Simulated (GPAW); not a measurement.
# Quasiparticle gap of SnSe2 (1T monolayer) in GPAW

Aim: the G0W0 gap of SnSe2 (1T monolayer) on LDA, step by step.

Main program and level: GPAW 26.7.0; LDA and many-body steps on it, plane waves.

## 1. Starting point

The cell holds 3 atoms: 1 Sn and 2 Se. Cell: a = 3.855 Å, b = 3.855 Å, c = 14.100 Å, α = 90.0°, β = 90.0°, γ = 120.0°. Vacuum lies along c.

The start is a generated structure, not a measured one.

## 2. Relaxation

This step: GPAW 26.7.0; DFT, LDA, plane waves, PAW.

Gaps follow bond lengths, so the structure is brought to rest first.

The input, run.py:

```python
import json
import numpy as np
from gpaw.mpi import world
from ase import Atoms
from ase.constraints import FixSymmetry
from ase.filters import FrechetCellFilter
from ase.optimize import BFGS
from gpaw import GPAW, PW, FermiDirac

atoms = Atoms(['Sn', 'Se', 'Se'],
    cell=[[3.8545658600, 0.0000000000, 0.0000000000],
      [-1.9272829300, 3.3381519553, 0.0000000000],
      [0.0000000000, 0.0000000000, 14.1000000000]],
    scaled_positions=[[0.0000000000, 0.0000000000, 0.5000000000],
      [0.3333333333, 0.6666666667, 0.6110820348],
      [0.6666666667, 0.3333333333, 0.3889179652]],
    pbc=(True, True, False))
atoms.set_constraint(FixSymmetry(atoms))
atoms.calc = GPAW(mode=PW(550),
    xc='LDA',
    kpts={'size': (9, 9, 1), 'gamma': True},
    occupations=FermiDirac(0.02),
    convergence={'density': 1e-5},
    txt='relax.txt')
steps = []
opt = BFGS(FrechetCellFilter(atoms, mask=[1, 1, 0, 0, 0, 1]), logfile='bfgs.log')
opt.attach(lambda: steps.append([atoms.get_potential_energy(), atoms.cell[:], atoms.positions.copy(), atoms.get_forces()]))
converged = opt.run(fmax=0.03, steps=50)
res = {'converged': bool(converged), 'steps': steps, 'cell': atoms.cell[:], 'frac': atoms.get_scaled_positions()}

if world.rank == 0:
    with open('result.json', 'w') as f:
        json.dump(res, f, default=lambda x: x.tolist())
```

Launch:

```sh
mpirun -n 4 gpaw python run.py
```

Numbers of over 12 decimals in the logs are rounded to 6 here.

Log:

```text
Step     Time          Energy          fmax
BFGS:    0       -13.835961        0.568996
BFGS:    1       -13.845186        0.492550
BFGS:    2       -13.868271        0.200409
BFGS:    3       -13.869328        0.167700
BFGS:    4       -13.873235        0.059691
BFGS:    5       -13.873626        0.022687
```

Elapsed: 37 s, on 4 MPI ranks of Arm Neoverse V1, shared host; peak memory 0.95 GiB.

Step by step:

```csv
step,energy less that of the first step (eV),largest force (eV/Å)
1,0.0000,0.1835
2,-0.0092,0.1271
3,-0.0323,0.2004
4,-0.0334,0.1677
5,-0.0373,0.0116
6,-0.0377,0.0105
```

The atoms that moved most (Å):

```csv
atom,dx,dy,dz,length
Se2,0.000,0.000,0.011,0.011
Se3,0.000,0.000,-0.011,0.011
```

Final coordinates:

```
Sn Se
1.0
     3.76664    0.00000    0.00000
    -1.88332    3.26201    0.00000
     0.00000    0.00000   14.10000
Sn Se
1 2
Direct
  0.00000 0.00000 0.50000
  0.33333 0.66667 0.61188
  0.66667 0.33333 0.38812
```

## 3. Ground state

The ground-state density comes first.

The input, run.py:

```python
import json
import numpy as np
from gpaw.mpi import world
from ase import Atoms
from gpaw import GPAW, PW, FermiDirac

atoms = Atoms(['Sn', 'Se', 'Se'],
    cell=[[3.7666394037, 0.0000000000, 0.0000000000],
      [-1.8833197018, 3.2620054105, 0.0000000000],
      [0.0000000000, 0.0000000000, 14.1000000000]],
    scaled_positions=[[0.0000000000, 0.0000000000, 0.5000000000],
      [0.3333333333, 0.6666666667, 0.6118833446],
      [0.6666666667, 0.3333333333, 0.3881166554]],
    pbc=(True, True, False))
calc = GPAW(mode=PW(450),
    xc='LDA',
    kpts={'size': (9, 9, 1), 'gamma': True},
    occupations=FermiDirac(0.001),
    nbands=-7,
    convergence={'density': 1e-6, 'bands': -3},
    maxiter=100,
    txt='gs.txt')
atoms.calc = calc
res = {'energy': atoms.get_potential_energy()}
kpts = calc.get_ibz_k_points()
res['kpts'] = kpts
res['eigenvalues'] = [calc.get_eigenvalues(kpt=k) for k in range(len(kpts))]
res['n_electrons'] = calc.get_number_of_electrons()
calc.write('gs.gpw')

if world.rank == 0:
    with open('result.json', 'w') as f:
        json.dump(res, f, default=lambda x: x.tolist())
```

Launch:

```sh
mpirun -n 4 gpaw python run.py
```

Log:

```text
__  _  _
 | _ |_)|_||  |
 |__||  | ||/\| - 26.7.0

Input parameters:
  mode=PW(ecut=450.000000),
  convergence={'density': 1e-06, 'bands': -3},
  kpts=MonkhorstPack(size=(9, 9, 1), gamma=True),
  maxiter=100,
  nbands=-7,
  occupations=Occupations(name='fermi-dirac', width=0.001, fixmagmom=False),
  xc=XC(name='LDA')
  [... matrices ...]
Diagonalizing LCAO Hamiltonian
Converting LCAO to pw mode

        Se

       Sn
            Se

Atoms  # Å, Bohr magnetons
|   | symbol |         x |        y |        z |    initial magnetic moments |
| 0 |     Sn |  0.000000 | 0.000000 | 7.050000 | ( 0.0000,  0.0000,  0.0000) |
| 1 |     Se | -0.000000 | 2.174670 | 8.627555 | ( 0.0000,  0.0000,  0.0000) |
| 2 |     Se |  1.883320 | 1.087335 | 5.472445 | ( 0.0000,  0.0000,  0.0000) |

Unit cell  # Å
| periodic |         x |        y |         z |   lengths |     angles |
|      yes |  3.766639 | 0.000000 |  0.000000 |  3.766639 |  90.000000 |
|      yes | -1.883320 | 3.262005 |  0.000000 |  3.766639 |  90.000000 |
|       no |  0.000000 | 0.000000 | 14.100000 | 14.100000 | 120.000000 |

Number of symmetries: 12
Symmetry operations  # r_c * U_cc + t_c -> r_c
|    | kind |            matrix            |
|  0 |  σ   |  1, 1, 0,  0,-1, 0,  0, 0, 1 |
|  1 |  S6  |  1, 1, 0, -1, 0, 0,  0, 0,-1 |
|  2 |  E   |  1, 0, 0,  0, 1, 0,  0, 0, 1 |
|  3 |  C2  |  1, 0, 0, -1,-1, 0,  0, 0,-1 |
|  4 |  C2  |  0, 1, 0,  1, 0, 0,  0, 0,-1 |
|  5 |  C3  |  0, 1, 0, -1,-1, 0,  0, 0, 1 |
|  6 |  S6  |  0,-1, 0,  1, 1, 0,  0, 0,-1 |
|  7 |  σ   |  0,-1, 0, -1, 0, 0,  0, 0, 1 |
|  8 |  σ   | -1, 0, 0,  1, 1, 0,  0, 0, 1 |
|  9 |  i   | -1, 0, 0,  0,-1, 0,  0, 0,-1 |
| 10 |  C3  | -1,-1, 0,  1, 0, 0,  0, 0, 1 |
| 11 |  C2  | -1,-1, 0,  0, 1, 0,  0, 0,-1 |

BZ-sampling:
  Number of BZ points: 81
  Number of IBZ points: 12

  Monkhorst-Pack size: [9, 9, 1]
  Monkhorst-Pack shift: [0, 0, 0]

K-points  # in reciprocal-cell coordinates
|     |                                coordinates |     weight |
|   0 | (  0.00000000,   0.00000000,   0.00000000) | 0.01234568 |
|   1 | (  0.11111111,   0.00000000,   0.00000000) | 0.07407407 |
|   2 | (  0.22222222,  -0.11111111,   0.00000000) | 0.07407407 |
|   3 | (  0.22222222,   0.00000000,   0.00000000) | 0.07407407 |
|   4 | (  0.33333333,  -0.11111111,   0.00000000) | 0.14814815 |
|   5 | (  0.33333333,   0.00000000,   0.00000000) | 0.07407407 |
|   6 | (  0.33333333,   0.33333333,   0.00000000) | 0.02469136 |
|   7 | (  0.44444444,  -0.22222222,   0.00000000) | 0.07407407 |
|   8 | (  0.44444444,  -0.11111111,   0.00000000) | 0.14814815 |
|   9 | (  0.44444444,   0.00000000,   0.00000000) | 0.07407407 |
| ... |                                            |            |
|  11 | (  0.44444444,   0.44444444,   0.00000000) | 0.07407407 |

Plane wave coefficients: 3805
Cutoff: 450.000000 eV

Spin-components: 1 (collinear spins)
Bands:           20
Projectors:      16
Spin-degeneracy: 2
Datatype:        complex128

  Storage: CPU
  Wave functions: 14_611_200 bytes (3_652_800 per core)
  Projectors: 16_802_880 bytes (4_200_720 per core)
  [... matrices ...]
Parallelization:
  kpt:    4
  domain: 1
  band:   1

Density:
  Valence electrons: 26.0
  Components: 1
  Grid points: [20 20 70]
  Charge: 0.0  # |e|

Potential:
  Grid points: [20 20 70]

species:
  Sn:
    name:    Tin
    Z:       50.0
    valence: 14
    core:    36
    charge:  0.0  # [|e|]
    compensation charges:
      type: gauss
      rc: 0.38  # [Å]
      lmax: 2
    cutoffs:
      filter: 2.23  # [Å]
      core: 2.35  # [Å]
    projectors
    | kind |    occ | energy [eV] | rcut [Å] |
    |   5s |  2.000 |     -10.799 |    1.201 |
    |   5p |  2.000 |      -3.869 |    1.270 |
    |   4d | 10.000 |     -25.910 |    1.185 |
    |    s |        |      16.413 |    1.201 |
    |    p |        |      23.342 |    1.270 |
    |    d |        |       1.302 |    1.185 |

    Using partial waves for Sn as LCAO basis

  Se:
    name:    Selenium
    Z:       34.0
    valence: 6
    core:    28
    charge:  0.0  # [|e|]
    compensation charges:
      type: gauss
      rc: 0.27  # [Å]
      lmax: 2
    cutoffs:
      filter: 1.77  # [Å]
      core: 2.67  # [Å]
    projectors
    | kind |    occ | energy [eV] | rcut [Å] |
    |   4s |  2.000 |     -17.472 |    0.847 |
    |   4p |  4.000 |      -6.656 |    1.005 |
    |    s |        |       9.739 |    0.847 |
    |    p |        |      20.555 |    1.005 |
    |    d |        |       0.000 |    0.847 |

    Using partial waves for Se as LCAO basis

Reference energy: -299899.934092  # eV

eigensolver:
  PPCG
  Converge bands: -3
  niter=2

density mixing:
  MSR1-Mixer
  Pratt-step length: 0.05
  Maximum mixing coefficient: 0.75
  Old densities: 10
  SVD Regularization: 0.005
  Good broyden scale: 1.0
  Trust region scale: 1.0
  Backstep threshold: 4.0
  History deletion threshold: 6.0
  Fourier metric: weight=20.0, sigma=0.015

occupation numbers:
  Fermi-Dirac:
    width: 0.0010  # eV

poisson solver:
  ecut: 3600.000000  # eV

xc functional:
  name: None

Initialization done in: 0.878 s

convergence criteria:
- Maximum integral of absolute [dens]ity change: 1e-06 electrons / valence electron
- Maximum [total energy] change in last 3 cyles: 0.0005 eV / valence electron
- Maximum integral of absolute [eigenst]ate change: 4e-08 eV^2 / valence electron
maximum number of iterations: 100

SCF iterations
|iter     |     time |      energy | eigst |  dens |
|iter:   1|  |  -14.079882 | +0.55 |       |
|iter:   2|  |  -14.032719 | -0.86 | -1.24 |
|iter:   3|  |  -13.840081 | -1.62 | -1.28 |
|iter:   4|  |  -13.824718 | -2.13 | -1.74 |
|iter:   5|  |  -13.823183 | -3.24 | -2.23 |
|iter:   6|  |  -13.822861c| -3.92 | -2.53 |
|iter:   7|  |  -13.822877c| -4.98 | -3.34 |
|iter:   8|  |  -13.822881c| -5.71 | -3.88 |
|iter:   9|  |  -13.822881c| -6.33 | -4.61 |
|iter:  10|  |  -13.822881c| -7.02 | -4.88 |
|iter:  11|  |  -13.822881c| -7.44c| -5.50 |
|iter:  12|  |  -13.822881c| -7.76c| -5.94 |
|iter:  13|  |  -13.822881c| -8.01c| -6.31c|

Converged in 13 steps
SCF loop duration: 4.137 s (0.318 s/step)
Energy contributions relative to reference atoms: (reference = -299899.934092)
  [... matrices ...]
Energy contributions:
  Kinetic:          24.367949
  Coulomb:         -22.327477
  Zero:             -0.119805
  External:          0.000000
  Xc:              -15.743549
  Entropy:          -0.000000
  Spinorbit:         0.000000
  ----------------------------
  Free energy:     -13.822881
  Extrapolated:    -13.822881

dipole moment: (-6.328282, -10.960905, 0.000114)  # |e|*Ang

Fermi level: -0.735
Eigenvalues  # (at kpt = [0.000, 0.000, 0.000])
| band index |      eig [eV] | occ [0-2] |
|          0 |       -22.347 |     2.000 |
|        ... |               |           |
|          5 |       -15.133 |     2.000 |
|          6 |       -13.687 |     2.000 |
|          7 |        -7.060 |     2.000 |
|          8 |        -2.554 |     2.000 |
|          9 |        -1.758 |     2.000 |
|         10 |        -1.758 |     2.000 |
|         11 |        -1.316 |     2.000 |
|         12 |        -1.316 |     2.000 |
|         13 |         0.367 |     0.000 |
|         14 |         1.775 |     0.000 |
|         15 |         3.360 |     0.000 |
|         16 |         3.360 |     0.000 |
|         17 |         4.301 |     0.000 |
|         18 |         4.811 |     0.000 |
|         19 |         6.335 |     0.000 |

Gap: 0.749 eV
Transition (v -> c):
  (s=0, k=1, n=12, [0.11, 0.00, 0.00]) -> (s=0, k=9, n=13, [0.44, 0.00, 0.00])
Direct/indirect transitions are different
Direct gap: 1.114 eV
Transition at: (s=0, k=9, n=12, [0.44, 0.00, 0.00])
vacuum-level: 4.878  # V
# Writing to gs.gpw (mode='')
  [... matrices ...]
```

Run time: 6.8 s. Hardware: 4 MPI ranks; peak memory 0.72 GiB; 27 s of CPU time.

Numbers from this step:

| Property | Result |
| --- | --- |
| total energy | -13.82 eV |
| gap | 0.7488 eV |
| k of the valence top | 0.1111, 0, 0 |
| k of the conduction bottom | 0.4444, 0, 0 |
| least direct gap | 1.114 eV |

The gap is indirect, with the least direct gap 0.37 eV higher.

## 4. Empty states on the mesh, 9×9×1 mesh, 291 bands

The sums over transitions need many empty states on a uniform mesh; this step solves for them.

The input, run.py:

```python
import json
import numpy as np
from gpaw.mpi import world
from gpaw import GPAW

calc = GPAW('gs.gpw').fixed_density(kpts={'size': (9, 9, 1), 'gamma': True},
    parallel={'domain': 1, 'band': 1},
    txt='nscf.txt')
calc.diagonalize_full_hamiltonian(nbands=291)
calc.write('full.gpw', mode='all')
res = {}
kpts = calc.get_ibz_k_points()
res['kpts'] = kpts
res['eigenvalues'] = [calc.get_eigenvalues(kpt=k) for k in range(len(kpts))]
res['n_electrons'] = calc.get_number_of_electrons()

if world.rank == 0:
    with open('result.json', 'w') as f:
        json.dump(res, f, default=lambda x: x.tolist())
```

Launch:

```sh
mpirun -n 4 gpaw python run.py
```

Log:

```text
Diagonalizing LCAO Hamiltonian
Converting LCAO to pw mode
convergence criteria:
- Maximum integral of absolute [eigenst]ate change: 4e-08 eV^2 / valence electron
maximum number of iterations: 100

SCF iterations
|iter     |     time |      energy | eigst |  dens |
|iter:   1|  |             | +0.57 |       |
|iter:   2|  |             | -0.85 |       |
|iter:   3|  |             | -1.82 |       |
[...]
|iter:   8|  |             | -6.02 |       |
|iter:   9|  |             | -6.76 |       |
|iter:  10|  |             | -7.51c|       |
SCF steps: 10
  __  _  _
 | _ |_)|_||  |
 |__||  | ||/\| - 26.7.0

Input parameters:
  mode=PW(ecut=450.000000),
  convergence={'density': 1e-06, 'bands': -3},
  gpts=array([20, 20, 70]),
  kpts=MonkhorstPack(size=(9, 9, 1), gamma=True),
  maxiter=100,
  nbands=20,
  occupations=Occupations(name='fermi-dirac', width=0.001, fixmagmom=False),
  parallel={'domain': 1, 'band': 1},
  xc=XC(name='LDA')
Matrix size: 3805x3805
# Writing to full.gpw (mode='all')
  [... matrices ...]

timing:  # [seconds]
  Total: 142.443  # ━━━━━━━━━━━━━━━━━━━━━━━━━━━━━━━━━━━━━━━━━━━━━━━━━━━━━━━━━
```

Elapsed: 2.5 min, on 4 MPI ranks; peak memory 5.2 GiB; 9.8 min of CPU time.

This step gave:

```yaml
gap: 0.7488 eV
k_of_the_valence_top: 0.1111, 0, 0
k_of_the_conduction_bottom: 0.4444, 0, 0
least_direct_gap: 1.114 eV
k_points_computed: 12
lowest_point_of_the_top_converged_band_above_the_valence_top: 77.1870 eV
```

On this mesh the gap is 0.749 eV.

[end of part 1 of 2]

[Paths, hosts, dates, memory and timing lines, banners, echoed tables and standing remarks are left out of the program output.]

[Logs are printed without paths, hosts, clocks, repeated set-up lines and the standing remarks that a program may print on its own settings, such as how far it seeks lower states.]

[Runs of the session that timed out or met a known fault of the program may be left out.]

[Hosts, paths, dates, database ids (printed as entryN), source tags and the programs' standing remarks are cut or masked in the printed files.]
